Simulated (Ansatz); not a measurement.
# NaCaF3 (built on the sites of a database entry of CsCaF3): following an unstable mode, part 2 of 2

Wanted: the energy along a soft mode of NaCaF3 (built on the sites of a database entry of CsCaF3) and the structure at the end.

Ansatz 0.2.0; DFT PBE+D3(BJ), scalar-relativistic, plane waves, PAW.

So far, highest frequency on the path or at a solved wavevector (cm⁻¹): step 2 (phonons on a q mesh) 538. Also lowest frequency on the path (cm⁻¹): step 2 -138.

The structure was built from a prototype and need not be the compound's stable phase.

### Step 6. Relaxing from the distorted cell

Starting from the lowest point found, all atoms and the cell are let go, so that strain and other modes of the same symmetry can join in.

Input file input.yaml:

```yaml
crystal:
  lattice:
    - [-4.3977833632, 0.0, 0.0]
    - [0.0, -4.3977833632, -4.3977833632]
    - [0.0, -4.3977833632, 4.3977833632]
  atoms:
    - { symbol: Na, position: [0.0, 0.5, 0.5] }
    - { symbol: Na, position: [0.0, 0.0, 0.0] }
    - { symbol: Ca, position: [0.5, 1.0, 0.5] }
    - { symbol: Ca, position: [0.5, 0.5, 0.0] }
    - { symbol: F, position: [0.0, 1.0, 0.5] }
    - { symbol: F, position: [0.0, 0.5, 0.0] }
    - { symbol: F, position: [0.5, 0.1817838158, 0.8182161842] }
    - { symbol: F, position: [0.5, 0.8182161842, 0.1817838158] }
    - { symbol: F, position: [0.5, 0.3182161842, 0.3182161842] }
    - { symbol: F, position: [0.5, 0.6817838158, 0.6817838158] }
kpoints:
  mp_grid: { grid: [6, 4, 4] }
hamiltonian:
  xc: pbe
  dispersion: d3bj
scf:
  occupations: { method: fixed }
output:
  forces: true
  stress: true
  eigenvalues: true
relax:
  adjacent_minimum: "off"
  f_tol: 0.002
  max_steps: 120
  cell: { stress_tol: 0.03 }
```

On the command line:

```bash
$ ansatz run input.yaml --threads 4 --pin off --max-ram 7168MiB --backend cpu --events-out ev --progress --plain --runs-dir out
```

Numbers of over 12 decimals in the logs are rounded to 6 here.

Output:

```text
[...]
Crystal: 10 atoms, lattice volume = 170.111 Å³
Basis set: ecut = 420 eV, 3395 PW (Γ), exchange–correlation on 60×90×90 points (8 copies of the dense FFT grid, shifted against one another)
Bands: 50, of which v1, the nominal top of the filled ones, is band 40 counted from 1 (39 counted from 0)
Symmetry: 16 space group operations
[...]
k-points: 24 of 96
[...]
SCF iter   1: F=—  HF=-11474.512863 eV  |F-HF|=—  |Δ(HF+E_count)|=         —  Δρ=6.31e-4  dr2=6.41e-4  ethr=1.77e-3  ⟨swp⟩=5.4  Hψ=4709  notcnv=0  defer=182
[...]
SCF iter   6: F=-11474.514874 eV  HF=-11474.514874 eV  |F-HF|=4.21e-8  |Δ(HF+E_count)|=   1.18e-6  Δρ=7.70e-6  dr2=6.64e-8  ethr=1.25e-10  ⟨swp⟩=13.8  Hψ=6893  notcnv=0
SCF 1 converged in 6 iterations: F = -11474.514874 eV  dr2 = 6.64e-8
[...]
relax step   1: F+E_penalty+E_count = -11474.51487414 eV  Δ(F+E_penalty+E_count) = +0.000e0 eV  max|allowed force component| = 2.189e-1 eV/Å  Δτ_max = 0.0000 Å  P = -2.733 GPa  Ω = 170.111 Å³  (6 SCF iters, dr2 threshold 1.00e-7 eV, accepted)
Crystal: 10 atoms, lattice volume = 158.410 Å³
Basis set: ecut = 420 eV, 3091 PW (Γ), exchange–correlation on 60×90×90 points (8 copies of the dense FFT grid, shifted against one another)
[...]
iter 1 solved again at ethr=3.10e-4 eV; its pass at ethr=3.10e-3 eV (dr2=2.48e-1 eV) is discarded
[...]
SCF iter   8: F=-11474.769584 eV  HF=-11474.769584 eV  |F-HF|=1.43e-7  |Δ(HF+E_count)|=   2.08e-7  Δρ=6.66e-6  dr2=7.20e-8  ethr=1.25e-9  ⟨swp⟩=9.4  Hψ=6150  notcnv=0
SCF 2 converged in 8 iterations: F = -11474.769584 eV  dr2 = 7.20e-8
relax step   2: F+E_penalty+E_count = -11474.76958449 eV  Δ(F+E_penalty+E_count) = -2.547e-1 eV  max|allowed force component| = 2.128e-2 eV/Å  Δτ_max = 0.1645 Å  P = -0.539 GPa  Ω = 158.410 Å³  energy of the carried Pulay correction = +3.215e-2 eV  (8 SCF iters, dr2 threshold 1.00e-6 eV, accepted)
Crystal: 10 atoms, lattice volume = 156.364 Å³
Basis set: ecut = 420 eV, 3059 PW (Γ), exchange–correlation on 60×90×90 points (8 copies of the dense FFT grid, shifted against one another)
[...]
SCF iter   5: F=-11474.778601 eV  HF=-11474.778600 eV  |F-HF|=8.61e-7  |Δ(HF+E_count)|=   7.10e-6  Δρ=2.58e-5  dr2=8.69e-7  ethr=1.25e-9  ⟨swp⟩=8.0  Hψ=6407  notcnv=0
SCF 3 converged in 5 iterations: F = -11474.778601 eV  dr2 = 8.69e-7
relax step   3: F+E_penalty+E_count = -11474.77860052 eV  Δ(F+E_penalty+E_count) = -9.016e-3 eV  max|allowed force component| = 2.026e-2 eV/Å  Δτ_max = 0.0195 Å  P = +0.042 GPa  Ω = 156.364 Å³  energy of the carried Pulay correction = +3.801e-2 eV  (5 SCF iters, dr2 threshold 1.00e-6 eV, accepted)
[...]
relax step   4: F+E_penalty+E_count = -11474.77834621 eV  Δ(F+E_penalty+E_count) = +2.543e-4 eV  max|allowed force component| = 1.386e-2 eV/Å  Δτ_max = 0.0106 Å  P = +0.084 GPa  Ω = 156.542 Å³  energy of the carried Pulay correction = +3.750e-2 eV  (6 SCF iters, dr2 threshold 2.57e-8 eV, accepted)
[...]
relax step   5: F+E_penalty+E_count = -11474.77806641 eV  Δ(F+E_penalty+E_count) = +2.798e-4 eV  max|allowed force component| = 8.018e-4 eV/Å  Δτ_max = 0.0033 Å  P = -0.003 GPa  Ω = 156.688 Å³  energy of the carried Pulay correction = +3.708e-2 eV  (5 SCF iters, dr2 threshold 3.51e-8 eV, accepted)
[...]
relax step   6: F+E_penalty+E_count = -11474.75719038 eV  Δ(F+E_penalty+E_count) = +2.088e-2 eV  max|allowed force component| = 5.792e-4 eV/Å  Δτ_max = 0.0000 Å  P = -0.331 GPa  Ω = 156.688 Å³  stress off target by 3.51e-1 GPa  SCF on the basis re-selected at this cell (its energy is not comparable with the rows above)  (7 SCF iters)
[...]
relax step   7: F+E_penalty+E_count = -11474.76123613 eV  Δ(F+E_penalty+E_count) = -4.046e-3 eV  max|allowed force component| = 4.856e-3 eV/Å  Δτ_max = 0.0033 Å  P = +0.033 GPa  Ω = 155.608 Å³  energy of the carried Pulay correction = +3.044e-3 eV  (5 SCF iters, dr2 threshold 3.09e-7 eV, accepted)
[...]
relax step   8: F+E_penalty+E_count = -11474.76106209 eV  Δ(F+E_penalty+E_count) = +1.740e-4 eV  max|allowed force component| = 1.099e-4 eV/Å  Δτ_max = 0.0008 Å  P = +0.005 GPa  Ω = 155.688 Å³  energy of the carried Pulay correction = +2.815e-3 eV  (5 SCF iters, dr2 threshold 1.29e-8 eV, accepted)
Basis set: ecut = 420 eV, 3039 PW (Γ), exchange–correlation on 60×80×80 points (8 copies of the dense FFT grid, shifted against one another)
[...]
SCF iter   8: F=-11474.758578 eV  HF=-11474.758578 eV  |F-HF|=5.46e-12  |Δ(HF+E_count)|=  3.82e-11  Δρ=2.07e-8  dr2=3.75e-13  ethr=1.00e-12  ⟨swp⟩=13.2  Hψ=6578  notcnv=0
SCF 9 converged in 8 iterations: F = -11474.758578 eV  dr2 = 3.75e-13
relax step   9: F+E_penalty+E_count = -11474.75857827 eV  Δ(F+E_penalty+E_count) = +2.484e-3 eV  max|allowed force component| = 1.650e-4 eV/Å  Δτ_max = 0.0000 Å  P = -0.019 GPa  Ω = 155.688 Å³  stress off target by 2.31e-2 GPa  SCF on the basis re-selected at this cell (its energy is not comparable with the rows above)  (8 SCF iters)
[...]
SCF converged after 8 iterations
Free energy (F): -11474.758578 eV
[...]
Internal energy: -11474.758578 eV  (E = F + TS)
E sigma→0 (E₀):  -11474.758578 eV
Fermi energy:    1.142747 eV
[...]
--- Forces (eV/Å), atoms counted from 1 ---
  atom   1  Na     0.00000000     0.00000000     0.00000000
  atom   2  Na     0.00000000     0.00000000    -0.00000000
  atom   3  Ca     0.00000000    -0.00000000    -0.00000000
  atom   4  Ca     0.00000000     0.00000000    -0.00000000
  atom   5  F     -0.00000000     0.00000000     0.00000000
  atom   6  F     -0.00000000    -0.00000000     0.00000000
  atom   7  F     -0.00000000     0.00000000    -0.00016504
  atom   8  F      0.00000000    -0.00000000     0.00016504
  atom   9  F     -0.00000000     0.00016504    -0.00000000
  atom  10  F      0.00000000    -0.00016504     0.00000000
  max |Σ_I F_I| component: 8.94e-19 eV/Å
--- Stress (GPa, compression-positive) ---
       -0.011971      -0.000000       0.000000
        0.000000      -0.023073      -0.000000
        0.000000      -0.000000      -0.023073
  P = ⅓ Tr σ = -0.0194 GPa (-0.194 kbar)
--- Band table (eV; the first three rows and the last of 24) ---
  k-point 0: bands = [... 36 lower, 0.5725, 0.6319, 1.1427, 1.1427, 6.6629, 9.6981, 10.1513, 10.1513, ... 6 higher]
  k-point 1: bands = [... 36 lower, 0.6092, 0.6164, 1.0234, 1.1170, 7.0768, 9.3434, 10.2501, 10.2573, ... 6 higher]
  k-point 2: bands = [... 36 lower, 0.5717, 0.5717, 1.0625, 1.0625, 8.1154, 8.1154, 10.3666, 10.3666, ... 6 higher]
  k-point 23: bands = [... 36 lower, 0.7534, 0.7534, 0.8573, 0.8573, 9.8750, 9.8750, 10.4750, 10.4750, ... 6 higher]
--- Relaxed structure (7 steps of the walk, 7 accepted, 2 SCFs on fresh bases) ---
  F+E_penalty+E_count = -11474.75857827 eV   max|allowed force component| = 1.650e-4 eV/Å   (the final SCF, on the basis selected at the relaxed cell)
  cell:  # Å, volume = 155.6884 Å³
    - [-4.352133, 0, 0]
    - [0, -4.229237, -4.229237]
    - [0, -4.229237, 4.229237]
  atoms:
    - { symbol: Na, position: [0, 0.5, 0.5] }
    - { symbol: Na, position: [0, -5.8181972956575285e-19, -6.311264863086131e-19] }
    - { symbol: Ca, position: [0.5, 1.0, 0.5] }
    - { symbol: Ca, position: [0.5, 0.5, 0.0] }
    - { symbol: F, position: [0, 1.0, 0.5] }
    - { symbol: F, position: [0, 0.5, 0.0] }
    - { symbol: F, position: [0.5, 0.161228, 0.838772] }
    - { symbol: F, position: [0.5, 0.838772, 0.161228] }
    - { symbol: F, position: [0.5, 0.338772, 0.338772] }
    - { symbol: F, position: [0.5, 0.661228, 0.661228] }
```

Elapsed: 4.8 min, on 4 threads of Arm Neoverse N1, shared host; peak memory 0.58 GiB.

Step by step:

| step | energy less that of the first step (eV) | largest force component (eV/Å) | pressure (GPa) | volume (Å³) |
| --- | --- | --- | --- | --- |
| 1 | 0.0000 | 0.2189 | -2.73 | 170.11 |
| 2 | -0.2547 | 0.0213 | -0.54 | 158.41 |
| 3 | -0.2637 | 0.0203 | 0.04 | 156.36 |
| 4 | -0.2635 | 0.0139 | 0.08 | 156.54 |
| 5 | -0.2632 | 0.0008 | 0.00 | 156.69 |
| 6* | -0.2423 | 0.0006 | -0.33 | 156.69 |
| 7 | -0.2464 | 0.0049 | 0.03 | 155.61 |
| 8 | -0.2462 | 0.0001 | 0.01 | 155.69 |
| 9* | -0.2437 | 0.0002 | -0.02 | 155.69 |

Relaxation steps marked * repeat the geometry before them on a plane-wave basis chosen anew for their cell, so energy and pressure can jump there.

The run keeps the 16 symmetry operations that it works with, so distortions that break them were not tested.

```csv
cell as run,before,after,change
a (Å),4.398,4.352,-1.0 %
b (Å),6.219,5.981,-3.8 %
c (Å),6.219,5.981,-3.8 %
volume (Å³/atom),17.01,15.57,-8.5 %
```

The atoms that moved most (Å, as changes of fractional coordinates times the final cell):

| atom | dx | dy | dz | length |
| --- | --- | --- | --- | --- |
| F8 | 0.000 | 0.000 | -0.174 | 0.174 |
| F9 | 0.000 | -0.174 | 0.000 | 0.174 |
| F10 | 0.000 | 0.174 | 0.000 | 0.174 |
| F7 | 0.000 | 0.000 | 0.174 | 0.174 |

The relaxed structure:

```xyz
10
Lattice="-4.3521 0.0000 0.0000 0.0000 -4.2292 -4.2292 0.0000 -4.2292 4.2292" Properties=species:S:1:pos:R:3 pbc="T T T"
Na    0.0000   -4.2292    0.0000
Na    0.0000    0.0000    0.0000
Ca   -2.1761   -6.3439   -2.1146
Ca   -2.1761   -2.1146   -2.1146
F     0.0000   -6.3439   -2.1146
F     0.0000   -2.1146   -2.1146
F    -2.1761   -4.2292    2.8655
F    -2.1761   -4.2292   -2.8655
F    -2.1761   -2.8655    0.0000
F    -2.1761   -5.5930    0.0000
```

This step gave:

```
pressure          : -0.01937 GPa
gap on the k-mesh : 5.520 eV
volume per atom   : 15.57 Å³
```

The distorted start has space group P4/mbm; the relaxation ends in P4/mbm.

### Step 7. The phases reached

The phases reached along the modes that were followed are set side by side.

Energies are those of the first relaxation, on the mesh of the frozen mode; space group, volume and gap are those of the last relaxation. Phases, by row:

```
                   mode frozen in  space group  energy from parent (meV/atom)  volume (Å³/atom)  gap on mesh (eV)  lowest zone-centre optical mode (cm⁻¹)  largest shift (Å)
                           parent        Pm-3m                              0             17.01             5.068                                       –                  –
q = (-0.5, -0.5, -0.5), 138i cm⁻¹       I4/mcm                         -83.68             15.57             5.528                                       –              0.751
q = (-0.5, -0.5, -0.5), 138i cm⁻¹         R-3c                         -142.6             15.25             6.296                                       –              0.755
q = (-0.5, -0.5, -0.5), 138i cm⁻¹         Imma                         -145.6             15.04             6.046                                       –               0.92
   q = (0, -0.5, -0.5), 137i cm⁻¹       P4/mbm                         -83.17             15.57              5.52                                       –              0.751
```

### Step 8. What came out

| Property | Result |
| --- | --- |
| unstable mode of the parent | q = (0, -0.5, -0.5), 137i cm⁻¹ |
| depth at the lowest point sampled | 58.8 meV/atom |
| largest atomic shift at that point | 0.6 Å |
| space group reached (within 0.01 Å) | P4/mbm |
| energy gained over the parent (first relaxation, on the mesh of the frozen mode) | 83.2 meV/atom |
| volume per atom, phase reached | 15.6 Å³ |
| gap on the k-mesh, phase reached | 5.52 eV |

What this shows: Along this mode the structure falls into P4/mbm, 83.2 meV/atom below the parent. At the parent's cell the well is 58.80 meV/atom deep on the steps tried, with its lowest point at a shift of 0.6 Å. That is the last step tried, so the steps alone don't bracket the bottom of the well. Relaxing atoms and cell changes the gain by +24.37 meV/atom against the lowest step (energies at zero smearing). The modes of the phase reached were not computed on this path. Of the 4 patterns followed to their end from this parent, this one ends 62.4 meV/atom above the lowest, Imma. Another end point lies within 1 meV/atom; how such a difference moves with mesh and cutoff was not tested. Each path keeps the symmetry of its pattern, so a lower phase may lie along a pattern not tried. The q mesh stands for a supercell only 8.8 Å across, so branches between the solved wavevectors are rough. In the phonons the program treats the change of the C6 weights of the dispersion term with coordination only in part. The starting cell was built on a prototype and not taken from a measurement, so the phase need not exist.

[Logs are printed without paths, hosts, clocks, repeated set-up lines and the standing remarks that a program may print on its own settings, such as how far it seeks lower states.]

[Hosts, paths, dates, database ids (printed as entryN), source tags and the programs' standing remarks are cut or masked in the printed files.]
